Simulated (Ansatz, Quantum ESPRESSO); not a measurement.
# From contact to tunnelling: a Si chain with one bond drawn out, part 3 of 5

Wanted: T at the Fermi level along a series, and its decay constant, for a Si chain with one bond drawn out.

Quantum ESPRESSO 7.5; plane-wave DFT, PBE, GBRV ultrasoft pseudopotentials; cross-check by Ansatz 0.2.0 with PAW datasets.

So far. Step 2 (Ground state, 0.5 Å): The run needed 15 iterations to bring the estimated error under 1e-07 Ry; the largest force on any atom, held or free, is 0.74 eV/Å.

### 4. Cross-check with Ansatz, 0.5 Å

A second code with its own PAW datasets, on the same atoms.

Level of this step: plane-wave DFT, PBE, Ansatz PAW (Ansatz 0.2.0).

File input.yaml:

```yaml
crystal:
  lattice:
    - [7.5, 0.0, 0.0]
    - [0.0, 7.5, 0.0]
    - [0.0, 0.0, 22.5]
  atoms:
    - { symbol: Si, position: [0.5, 0.5, 0.0] }
    - { symbol: Si, position: [0.5, 0.5, 0.0977777778] }
    - { symbol: Si, position: [0.5, 0.5, 0.1955555556] }
    - { symbol: Si, position: [0.5, 0.5, 0.2933333333] }
    - { symbol: Si, position: [0.5, 0.5, 0.3911111111] }
    - { symbol: Si, position: [0.5, 0.5, 0.5111111111] }
    - { symbol: Si, position: [0.5, 0.5, 0.6088888889] }
    - { symbol: Si, position: [0.5, 0.5, 0.7066666667] }
    - { symbol: Si, position: [0.5, 0.5, 0.8044444444] }
    - { symbol: Si, position: [0.5, 0.5, 0.9022222222] }
kpoints:
  mp_grid: { grid: [1, 1, 4] }
hamiltonian:
  xc: pbe
scf:
  occupations: { method: fermi_dirac, width: 0.1 }
  convergence: { dr2_threshold: 1.0e-08 }
output:
  transmission:
    leads: [[0, 1]]
    e_range: [-2.0, 2.0]
    de: 0.05
    kmesh: [1, 1]
    reduced_basis: true
  write_potential: true
  write_density: true
  volumetric_format: npy
```

Launch:

```sh
$ ansatz run input.yaml --threads 4 --pin off --max-ram 8192MiB --backend cpu --events-out ev --progress --plain --runs-dir out
```

Numbers of over 12 decimals in the logs are rounded to 6 here.

The log of the run:

```text
Engine: ansatz 0.2.0, aarch64-unknown-linux-gnu
Pseudopotentials: kind: paw
Pseudopotential: Si, paw, valence charge 4, recommended cutoff 420 eV (normal), Si.paw.azcp
Functional definition: PBE
  parameter kappa = 0.804
  parameter beta = 0.066725
  exchange = pbe_x(kappa = kappa, mu = beta*pi^2/3)
  correlation = pbe_c(beta = beta)
Crystal: 10 atoms, lattice volume = 1265.625 Å³
Basis set: ecut = 420 eV, 24723 PW (Γ)
Bands: 30, of which v1, the nominal top of the filled ones, is band 20 counted from 1 (19 counted from 0)
Symmetry: 16 space group operations
Space group: P4/mmm (ITA 123), of the structure as read, at distance tolerance 1.1e-4 Å
k-points: 3 of 4
Non-local potential: Si, projectors of the file, l = 0: 2, l = 1: 2, l = 2: 2
PAW form: soft (Blöchl's): semilocal exchange-correlation on the pseudo side does not see the compensation charge
PAW one-centre angular grid: Si, 110 points (default); XC on 64 Gauss nodes
Initial density: superposition of atomic densities (neutral atoms: chi_scale 0, normalization atom), corrected by the library's trained network
Initial wavefunctions: pseudopotential atomic-orbital guess
Functional: x = pbe(κ = 0.804, μ = 0.219515), c = pbe(β = 0.066725)
SCF iter   1: F=—  HF=-6337.571839 eV  |F-HF|=—  |Δ(HF+E_count)|=         —  Δρ=4.10e-3  dr2=5.47e-1  ethr=1.77e-3  ⟨swp⟩=8.7  Hψ=537  notcnv=0
preconditioner: auto → LDOS  [metal: Δε(μ)=0.087 eV  Ē_g=5.415 eV  σ=0.100 eV  W_gap=0.21  n_scr=74 (ndim 8)  ℏωp=6.6 eV  f_vac=0.569  D(μ)=9.88/eV (n_scr^D=40)  β→1.0]
SCF iter   2: F=—  HF=-6337.549822 eV  |F-HF|=—  |Δ(HF+E_count)|=   2.20e-2  Δρ=1.62e-3  dr2=1.10e-1  ethr=1.37e-3  ⟨swp⟩=3.7  Hψ=192  notcnv=0
SCF iter   3: F=—  HF=-6337.538666 eV  |F-HF|=—  |Δ(HF+E_count)|=   1.12e-2  Δρ=5.44e-4  dr2=2.48e-2  ethr=2.76e-4  ⟨swp⟩=2.3  Hψ=132  notcnv=0
SCF iter   4: F=—  HF=-6337.537567 eV  |F-HF|=—  |Δ(HF+E_count)|=   1.10e-3  Δρ=2.32e-4  dr2=1.48e-3  ethr=6.20e-5  ⟨swp⟩=2.3  Hψ=134  notcnv=0
SCF iter   5: F=—  HF=-6337.537302 eV  |F-HF|=—  |Δ(HF+E_count)|=   2.66e-4  Δρ=6.93e-5  dr2=1.17e-4  ethr=3.70e-6  ⟨swp⟩=3.0  Hψ=158  notcnv=0
SCF iter   6: F=—  HF=-6337.537311 eV  |F-HF|=—  |Δ(HF+E_count)|=   9.08e-6  Δρ=2.18e-5  dr2=1.48e-5  ethr=2.93e-7  ⟨swp⟩=2.0  Hψ=138  notcnv=0
SCF iter   7: F=—  HF=-6337.537309 eV  |F-HF|=—  |Δ(HF+E_count)|=   1.38e-6  Δρ=3.13e-6  dr2=3.29e-7  ethr=3.69e-8  ⟨swp⟩=2.3  Hψ=161  notcnv=0
SCF iter   8: F=—  HF=-6337.537157 eV  |F-HF|=—  |Δ(HF+E_count)|=   1.52e-4  Δρ=8.15e-7  dr2=2.44e-8  ethr=8.21e-10  ⟨swp⟩=2.7  Hψ=151  notcnv=0
SCF iter   9: F=-6337.537157 eV  HF=-6337.537157 eV  |F-HF|=1.53e-9  |Δ(HF+E_count)|=   6.57e-9  Δρ=2.91e-7  dr2=3.08e-9  ethr=2.50e-11  ⟨swp⟩=5.3  Hψ=276  notcnv=0
SCF 1 converged in 9 iterations: F = -6337.537157 eV  dr2 = 3.08e-9
  greatest PAW one-centre occupation: 0.719 electrons in one spin orbital (limit 2), on the Si atom at site 5 (counted from 0), in its partial waves of l = 0
transmission: 28 of 168 steps passed
transmission: 56 of 168 steps passed
[...]
transmission: 168 of 168 steps passed
WARN: The output density's exchange-correlation potential varies sharply where the density is thin. Do not read a vacuum level from v_tot or v_xc, or from such a field of the output density. On a cell that repeats whose density bears no net charge and no dipole along the vacuum's axis use v_es (v_loc + v_h of the components); under efield.dipole_correction with no amplitude use v_es + v_field, which holds any externa [...]
SCF converged after 9 iterations
Free energy (F): -6337.537157 eV
Harris-Foulkes:  -6337.537157 eV  (|F-HF|=1.53e-9)
Internal energy: -6337.218875 eV  (E = F + TS)
E sigma→0 (E₀):  -6337.378016 eV
Entropy (-TS):   -0.318282 eV (-31.828 meV/atom)
Fermi energy:    -3.281211 eV
--- Per-component energies (eV) ---
  E_band       = -288.949179
  E_kinetic    = 369.087961
  E_local      = -1726.739968  (includes V_loc(G=0)·N_el)
  E_nonlocal   = 264.259104
  E_hartree    = 630.217597
  E_xc         = -529.618781
  E_vxc        = -435.921971  (∫ρ·V_xc dr)
  E_paw        = -5123.009487  (= ΣΔE_a)
  E_vpaw       = -20.069493  (= ΣTr[D̂ρ^β])
  E_aug_tail   = 0.000074  (compensation charges beyond the density's cutoff)
  E_ewald      = -221.415374
  E_smearing   = -0.318282  (= −TS)
  E_closure    = -0.000000  (closes the sum)
  Σ components = -6337.537157   (vs F -6337.537157, Δ=0.00e0)
--- Band table (eV) ---
  k-point 0: bands = [... 16 lower, -4.1777, -3.5299, -3.5299, -3.3608, -3.3608, -2.8276, -2.3169, -2.2466, ... 6 higher]
  k-point 1: bands = [... 16 lower, -4.1065, -3.6917, -3.6917, -3.2487, -3.1652, -3.1652, -2.4889, -2.4889, ... 6 higher]
  k-point 2: bands = [... 16 lower, -4.0156, -3.8211, -3.8211, -3.6036, -2.9598, -2.9598, -2.7223, -2.7223, ... 6 higher]
--- Transmission ---
  basis      : 497 plane waves across, 28 finite elements along
  points     : 1, standing for a mesh of 1 x 1
  energies   : 81 from -2.000000 to 2.000000 eV about the Fermi level, 0.050000 eV apart; the leads are filled to 0.000000 eV, and channels, transmission and decay are at 0.000000 eV
  crystal 0  : Si1, at the sites [0, 1], period 2.2000 Å, over 22.00 Å; its Hamiltonian steps by up to 35.9 meV: too much for a lead, lay more layers or, if its atoms are ordered, name the step of that order
    offset         : up to 0.0000 Å between an atom of the period and one for which it stands
    channels       : 3.000000e0 a spin
    conductance    : none, the energies end too early or step too widely for 300 K: set another output.transmission.e_range or a lower de, or, where they end at an eighth of basis.ecutwfc, a higher one
  junction   : crystal 0 to crystal 0, -0.40 to 19.90 Å
    transmission   : 2.190756e0 a spin
    error estimate : 3.283891e-5 a spin from the reduction of the transverse basis, at the most 3.283891e-5 at 0.000000 eV
    conductance    : none, the energies end too early or step too widely for 300 K: set another output.transmission.e_range or a lower de, or, where they end at an eighth of basis.ecutwfc, a higher one
```

The job ended after 25 s (4 threads of Arm Neoverse V1, shared host; peak memory 1.2 GiB).

Numbers from this step:

```
free energy                                  : -6337.5372 eV
energy at zero smearing                      : -6337.3780 eV
smearing term TS                             : 0.3183 eV
Fermi energy                                 : -3.281 eV
symmetry operations                          : 16
transmission at the Fermi level, one spin    : 2.191
step of the lead's Hamiltonian over a period : 35.9 meV
```

Per spin. The transmission by energy, zero at the Fermi level:

| energy (eV) | transmission |
| --- | --- |
| -2.00 | 0 |
| -1.85 | 0 |
| -1.70 | 0 |
| -1.60 | 0 |
| -1.45 | 0 |
| -1.30 | 0.0748 |
| -1.15 | 0.323 |
| -1.05 | 0.486 |
| -0.90 | 0.955 |
| -0.75 | 1.33 |
| -0.60 | 1.65 |
| -0.50 | 1.83 |
| -0.35 | 2.03 |
| -0.20 | 2.14 |
| -0.05 | 2.19 |
| 0.00 | 2.19 |
| 0.05 | 2.19 |
| 0.20 | 2.18 |
| 0.35 | 2.15 |
| 0.50 | 2.13 |
| 0.60 | 2.12 |
| 0.75 | 2.11 |
| 0.90 | 2.11 |
| 1.05 | 2.11 |
| 1.15 | 2.12 |
| 1.30 | 2.13 |
| 1.45 | 2.15 |
| 1.60 | 2.17 |
| 1.70 | 2.18 |
| 1.85 | 2.20 |
| 2.00 | 2.22 |

Per spin. Open channels against energy, zero at the Fermi level:

energy (eV), open channels and a bar:
```
    -2.00       0.00 
    -1.90       0.00 
    -1.80       0.00 
    -1.70       0.00 
    -1.55       0.00 
    -1.45       0.00 
    -1.35       2.00 ####################
    -1.25       2.00 ####################
    -1.15       2.00 ####################
    -1.05       2.00 ####################
    -0.90       3.00 ##############################
    -0.80       3.00 ##############################
    -0.70       3.00 ##############################
    -0.60       3.00 ##############################
    -0.50       3.00 ##############################
    -0.40       3.00 ##############################
    -0.25       3.00 ##############################
    -0.15       3.00 ##############################
    -0.05       3.00 ##############################
     0.00       3.00 ##############################
     0.05       3.00 ##############################
     0.15       3.00 ##############################
     0.25       3.00 ##############################
     0.40       3.00 ##############################
     0.50       3.00 ##############################
     0.60       3.00 ##############################
     0.70       3.00 ##############################
     0.80       3.00 ##############################
     0.90       3.00 ##############################
     1.05       3.00 ##############################
     1.15       3.00 ##############################
     1.25       3.00 ##############################
     1.35       3.00 ##############################
     1.45       3.00 ##############################
     1.55       3.00 ##############################
     1.70       3.00 ##############################
     1.80       3.00 ##############################
     1.90       3.00 ##############################
     2.00       3.00 ##############################
```

Ansatz finds T = 2.19 against pwcond's 2.30.

### 5. Ground state, 1.2 Å

Level of this step: plane-wave DFT, PBE, GBRV ultrasoft pseudopotentials (Quantum ESPRESSO 7.5).

File j1.scf.in:

```
&control
  prefix = 'j1.scf'
  outdir = './out'
  pseudo_dir = './pseudo'
  calculation = 'scf'
  tprnfor = .true.
/
&system
  ibrav = 0
  nat = 10
  ntyp = 1
  ecutwfc = 34
  ecutrho = 170
  occupations = 'smearing'
  smearing = 'mv'
  degauss = 0.01
/
&electrons
  conv_thr = 1e-07
  mixing_beta = 0.25
  electron_maxstep = 120
  mixing_mode = 'local-TF'
/
ATOMIC_SPECIES
  Si  28.0850  si_pbe_v1.uspp.F.UPF
CELL_PARAMETERS angstrom
  7.50000000000000 0.00000000000000 0.00000000000000
  0.00000000000000 7.50000000000000 0.00000000000000
  0.00000000000000 0.00000000000000 23.20000000000000
ATOMIC_POSITIONS crystal
  Si  0.500000000000 0.500000000000 0.000000000000
  Si  0.500000000000 0.500000000000 0.094827586207
  Si  0.500000000000 0.500000000000 0.189655172414
  Si  0.500000000000 0.500000000000 0.284482758621
  Si  0.500000000000 0.500000000000 0.379310344828
  Si  0.500000000000 0.500000000000 0.525862068966
  Si  0.500000000000 0.500000000000 0.620689655172
  Si  0.500000000000 0.500000000000 0.715517241379
  Si  0.500000000000 0.500000000000 0.810344827586
  Si  0.500000000000 0.500000000000 0.905172413793
K_POINTS automatic
  1 1 3 0 0 0
```

Launch:

```sh
$ OMP_NUM_THREADS=1 mpirun -n 4 pw.x -nk 1 -in j1.scf.in > j1.scf.out
```

The log of the run:

```text
[banner, memory and clock lines left out]
Program PWSCF v.7.5 starts
[...]
Message from routine setup:
[...]
number of electrons       =        40.00
     number of Kohn-Sham states=           24
     kinetic-energy cutoff     =      34.0000  Ry
     charge density cutoff     =     170.0000  Ry
[...]
number of k points=     2  Marzari-Vanderbilt smearing, width (Ry)=  0.0100
[...]
Dense  grid:   329625 G-vectors     FFT dimensions: (  60,  60, 192)
[...]
negative rho (up, down):  2.177E-05 0.000E+00
     Starting wfcs are   40 randomized atomic wfcs
[...]
negative rho (up, down):  1.261E-06 0.000E+00
[...]
estimated scf accuracy    <       0.49734735 Ry
[...]
negative rho (up, down):  1.289E-07 0.000E+00
[...]
estimated scf accuracy    <       0.34032989 Ry
[...]
estimated scf accuracy    <       0.05558208 Ry
[...]
estimated scf accuracy    <       0.06236851 Ry
[...]
estimated scf accuracy    <       0.02942083 Ry
[...]
estimated scf accuracy    <       0.00740058 Ry
[...]
estimated scf accuracy    <       0.00186750 Ry
[...]
negative rho (up, down):  4.053E-05 0.000E+00
[...]
estimated scf accuracy    <       0.00123652 Ry
[...]
negative rho (up, down):  1.784E-05 0.000E+00
[...]
estimated scf accuracy    <       0.00015455 Ry
[...]
negative rho (up, down):  4.260E-06 0.000E+00
[...]
estimated scf accuracy    <       0.00009703 Ry
[...]
negative rho (up, down):  1.881E-05 0.000E+00
[...]
estimated scf accuracy    <       0.00006275 Ry
[...]
negative rho (up, down):  7.226E-05 0.000E+00
[...]
estimated scf accuracy    <       0.00001237 Ry
[...]
negative rho (up, down):  6.872E-05 0.000E+00
[...]
estimated scf accuracy    <       0.00000303 Ry
[...]
negative rho (up, down):  5.223E-05 0.000E+00
[...]
estimated scf accuracy    <       0.00000478 Ry
[...]
negative rho (up, down):  8.121E-05 0.000E+00
[...]
estimated scf accuracy    <       0.00000135 Ry
[...]
negative rho (up, down):  7.825E-05 0.000E+00
[...]
estimated scf accuracy    <       0.00000133 Ry
[...]
negative rho (up, down):  6.864E-05 0.000E+00
[...]
estimated scf accuracy    <       0.00000015 Ry
[...]
negative rho (up, down):  5.476E-05 0.000E+00
[...]
the Fermi energy is    -3.2560 ev
!    total energy              =     -94.42302970 Ry
     estimated scf accuracy    <       0.00000010 Ry
     smearing contrib. (-TS)   =      -0.00044683 Ry
     internal energy E=F+TS    =     -94.42258288 Ry
[...]
one-electron contribution =     -83.76600104 Ry
     hartree contribution      =      46.64420265 Ry
     xc contribution           =     -41.08462577 Ry
     ewald contribution        =     -16.21615872 Ry
     convergence has been achieved in  18 iterations
     negative rho (up, down):  5.476E-05 0.000E+00
[...]
Total force =     0.034583     Total SCF correction =     0.000263
[...]
```

Elapsed: 38 s, on 4 MPI ranks; peak memory 1.4 GiB; 2.5 min of CPU time.

Numbers from this step:

- free energy: -1284.6908 eV
- Fermi energy: -3.256 eV

### 6. Transmission with pwcond.x, 1.2 Å

File j1.cond.in:

```
&inputcond
  outdir = './out'
  prefixt = 'j1.scf'
  tran_file = 'j1.cond.dat'
  bdl = 0.5866666667
  bds = 3.0933333333
  ikind = 1
  ewind = 4.0
  epsproj = 1e-05
  nz1 = 7
  energy0 = 2.0
  denergy = -0.1
/
1
  0.00000000 0.00000000 1.00000000
41
```

Launch:

```sh
$ OMP_NUM_THREADS=1 mpirun -n 4 pwcond.x -in j1.cond.in > j1.cond.out
```

The log of the run:

```text
[banner, memory and clock lines left out]
Program PWCOND v.7.5 starts
[citation notice left out]

[...]
./out/j1.scf.save/

[...]
negative rho (up, down):  5.476E-05 0.000E+00
     Reading collected, re-writing distributed wavefunctions

===== INPUT FILE containing all the regions =====

     GEOMETRY:

     lattice parameter (alat)  =      14.1729  a.u.
     the volume                =    8806.5765 (a.u.)^3
     the cross section         =     200.8724 (a.u.)^2
     l of the unit cell        =       3.0933 (alat)
[...]
T_tot    -0.30000      0.99794E+00
   T_tot    -0.40000      0.83312E+00
   T_tot    -0.50000      0.68920E+00
   T_tot    -0.60000      0.56320E+00
   T_tot    -0.70000      0.44790E+00
   T_tot    -0.80000      0.33614E+00
   T_tot    -0.90000      0.22337E+00
   T_tot    -1.00000      0.10788E+00
   T_tot    -1.10000      0.76047E-01
   T_tot    -1.20000      0.53101E-01
   T_tot    -1.30000      0.29209E-01
   T_tot    -1.40000      0.00000E+00
   T_tot    -1.50000      0.00000E+00
   T_tot    -1.60000      0.00000E+00
   T_tot    -1.70000      0.00000E+00
   T_tot    -1.80000      0.00000E+00
   T_tot    -1.90000      0.00000E+00
   T_tot    -2.00000      0.00000E+00

[...]
```

Run time: 2.2 min. Hardware: 4 MPI ranks; peak memory 0.38 GiB; 8.8 min of CPU time.

Read from the output:

| Property | Result |
| --- | --- |
| transmission at the Fermi level, one spin | 0.7327 |
| conductance | 0.7327 G₀ |

Per spin. Table of transmission by energy, zero at the Fermi level:

| energy (eV) | transmission |
| --- | --- |
| -2.00 | 0 |
| -1.90 | 0 |
| -1.70 | 0 |
| -1.60 | 0 |
| -1.40 | 0 |
| -1.30 | 0.0146 |
| -1.20 | 0.0266 |
| -1.00 | 0.0539 |
| -0.90 | 0.112 |
| -0.80 | 0.168 |
| -0.60 | 0.282 |
| -0.50 | 0.345 |
| -0.30 | 0.499 |
| -0.20 | 0.588 |
| -0.10 | 0.672 |
| 0.00 | 0.733 |
| 0.10 | 0.759 |
| 0.20 | 0.753 |
| 0.30 | 0.709 |
| 0.50 | 0.618 |
| 0.60 | 0.620 |
| 0.80 | 0.608 |
| 0.90 | 0.609 |
| 1.00 | 0.615 |
| 1.20 | 0.639 |
| 1.30 | 0.656 |
| 1.40 | 0.674 |
| 1.60 | 0.714 |
| 1.70 | 0.733 |
| 1.90 | 0.770 |
| 2.00 | 0.788 |

T goes from 2.30 to 0.733, a factor of 3.1.

### 7. Cross-check with Ansatz, 1.2 Å

Level of this step: plane-wave DFT, PBE, Ansatz PAW (Ansatz 0.2.0).

File input.yaml:

```yaml
crystal:
  lattice:
    - [7.5, 0.0, 0.0]
    - [0.0, 7.5, 0.0]
    - [0.0, 0.0, 23.2]
  atoms:
    - { symbol: Si, position: [0.5, 0.5, 0.0] }
    - { symbol: Si, position: [0.5, 0.5, 0.0948275862] }
    - { symbol: Si, position: [0.5, 0.5, 0.1896551724] }
    - { symbol: Si, position: [0.5, 0.5, 0.2844827586] }
    - { symbol: Si, position: [0.5, 0.5, 0.3793103448] }
    - { symbol: Si, position: [0.5, 0.5, 0.525862069] }
    - { symbol: Si, position: [0.5, 0.5, 0.6206896552] }
    - { symbol: Si, position: [0.5, 0.5, 0.7155172414] }
    - { symbol: Si, position: [0.5, 0.5, 0.8103448276] }
    - { symbol: Si, position: [0.5, 0.5, 0.9051724138] }
kpoints:
  mp_grid: { grid: [1, 1, 4] }
hamiltonian:
  xc: pbe
scf:
  occupations: { method: fermi_dirac, width: 0.1 }
  convergence: { dr2_threshold: 1.0e-08 }
output:
  transmission:
    leads: [[0, 1]]
    e_range: [-2.0, 2.0]
    de: 0.05
    kmesh: [1, 1]
    reduced_basis: true
  write_potential: true
  write_density: true
  volumetric_format: npy
  elf: true
```

Launch:

```sh
$ ansatz run input.yaml --threads 4 --pin off --max-ram 8192MiB --backend cpu --events-out ev --progress --plain --runs-dir out
```

The log of the run:

```text
[...]
Crystal: 10 atoms, lattice volume = 1305.000 Å³
Basis set: ecut = 420 eV, 25573 PW (Γ)
Bands: 30, of which v1, the nominal top of the filled ones, is band 20 counted from 1 (19 counted from 0)
Symmetry: 16 space group operations
[...]
k-points: 3 of 4
[...]
k-point 2: bands = [... 16 lower, -4.0469, -3.6978, -3.6978, -3.5430, -3.0737, -3.0737, -2.5916, -2.5916, ... 6 higher]
--- Transmission ---
  basis      : 497 plane waves across, 29 finite elements along
  points     : 1, standing for a mesh of 1 x 1
[...]
channels       : 3.000000e0 a spin
[...]
junction   : crystal 0 to crystal 0, -0.40 to 20.60 Å
    transmission   : 6.226509e-1 a spin
[...]
[key lines of the parts left out:]
SCF converged after 10 iterations
Free energy (F): -6337.281238 eV
Fermi energy:    -3.294699 eV
```

Run time: 24 s. Hardware: 4 threads; peak memory 1.3 GiB; 87 s of CPU time.

Read from the output:

```
free energy                                  : -6337.2812 eV
energy at zero smearing                      : -6337.1011 eV
smearing term TS                             : 0.3603 eV
Fermi energy                                 : -3.295 eV
transmission at the Fermi level, one spin    : 0.6227
step of the lead's Hamiltonian over a period : 43 meV
```

Per spin. Transmission against energy, zero at the Fermi level:

| energy (eV) | transmission |
| --- | --- |
| -2.00 | 0 |
| -1.85 | 0 |
| -1.70 | 0 |
| -1.60 | 0 |
| -1.45 | 0 |
| -1.30 | 0.00651 |
| -1.15 | 0.0284 |
| -1.05 | 0.0413 |
| -0.90 | 0.0990 |
| -0.75 | 0.174 |
| -0.60 | 0.265 |
| -0.50 | 0.340 |
| -0.35 | 0.463 |
| -0.20 | 0.565 |
| -0.05 | 0.616 |
| 0.00 | 0.623 |
| 0.05 | 0.625 |
| 0.20 | 0.617 |
| 0.35 | 0.602 |
| 0.50 | 0.592 |
| 0.60 | 0.590 |
| 0.75 | 0.594 |
| 0.90 | 0.605 |
| 1.05 | 0.621 |
| 1.15 | 0.634 |
| 1.30 | 0.657 |
| 1.45 | 0.681 |
| 1.60 | 0.707 |
| 1.70 | 0.725 |
| 1.85 | 0.753 |
| 2.00 | 0.781 |

Ansatz finds T = 0.623 against pwcond's 0.733.

(Part 3 of 5 ends here.)

[Logs are printed without paths, hosts, clocks, repeated set-up lines and the standing remarks that a program may print on its own settings, such as how far it seeks lower states.]

[Hosts, paths, dates, database ids (printed as entryN), source tags and the programs' standing remarks are cut or masked in the printed files.]

[Maps of the electrostatic potential energy from Ansatz leave out the sawtooth potential of an applied field or a dipole correction, so their vacuum need not be flat; planar profiles and work functions include it.]
